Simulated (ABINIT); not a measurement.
Planning a run of ABINIT 10.8.3 on Ba2TaBiO6 (R-3). The input:

```
acell 3*1.0 Angstrom
rprim 
  3.075626834241 1.775713980676 4.956223105800
  -3.075626834241 1.775713980676 4.956223105800
  0.000000000000 -3.551427961352 4.956223105800
ntypat 4
znucl 56 73 83 8
natom 10
typat 1 1 2 3 4 4 4 4 4 4
xred 
  0.748816000000 0.748816000000 0.748816000000
  0.251184000000 0.251184000000 0.251184000000
  0.500000000000 0.500000000000 0.500000000000
  0.000000000000 0.000000000000 0.000000000000
  0.725510000000 0.218856000000 0.322035000000
  0.218856000000 0.322035000000 0.725510000000
  0.322035000000 0.725510000000 0.218856000000
  0.274490000000 0.781144000000 0.677965000000
  0.677965000000 0.274490000000 0.781144000000
  0.781144000000 0.677965000000 0.274490000000
pp_dirpath "pseudos"
pseudos "Ba.upf, Ta.upf, Bi.upf, O.upf"
ecut 62
ngkpt 2 2 2
nshiftk 1
shiftk 0 0 0
kptopt 1
chksymbreak 0
istwfk *1
occopt 1
irdwfk 1
optdriver 4
nband 175
gwcalctyp 27
ecutsigx 62
symsigma 0
nkptgw 4
kptgw 
  0.0000000000 0.0000000000 0.0000000000
  0.5000000000 0.0000000000 0.0000000000
  0.5000000000 0.5000000000 0.0000000000
  0.5000000000 0.5000000000 0.5000000000
bdgw 
  36 61
  36 61
  36 61
  36 61
ecuteps 4
irdscr 1
irdqps 1
rhoqpmix 0.3
indata_prefix "in"
outdata_prefix "out"
tmpdata_prefix "tmp"
```

```sh
OMP_NUM_THREADS=1 mpirun -n 4 abinit run.abi > log
```

Q: How long will it take on 4 MPI ranks of Intel Xeon Platinum 8124M at 3.00GHz (Skylake/Cascade Lake), shared host, and how much memory?

It took 6.7 min; on shared hardware allow 3.3 min to 13 min. Peak host memory was 7.4 GiB.

[Paths, hosts, dates, memory and timing lines, banners, echoed tables and standing remarks are left out of the program output.]

[Logs are printed without paths, hosts, clocks, repeated set-up lines and the standing remarks that a program may print on its own settings, such as how far it seeks lower states.]

[Runs of the session that timed out or met a known fault of the program may be left out.]

[Hosts, paths, dates, database ids (printed as entryN), source tags and the programs' standing remarks are cut or masked in the printed files.]

[G0W0 gaps are taken among the corrected bands and points alone; a level outside them can change the order at an edge.]

[Where Ansatz stands beside ABINIT at settings called matched, ABINIT's density can come from a denser mesh and the files from another edition; pairs whose starting gaps differed by over 0.03 eV were left out, so agreement reads better than it is.]
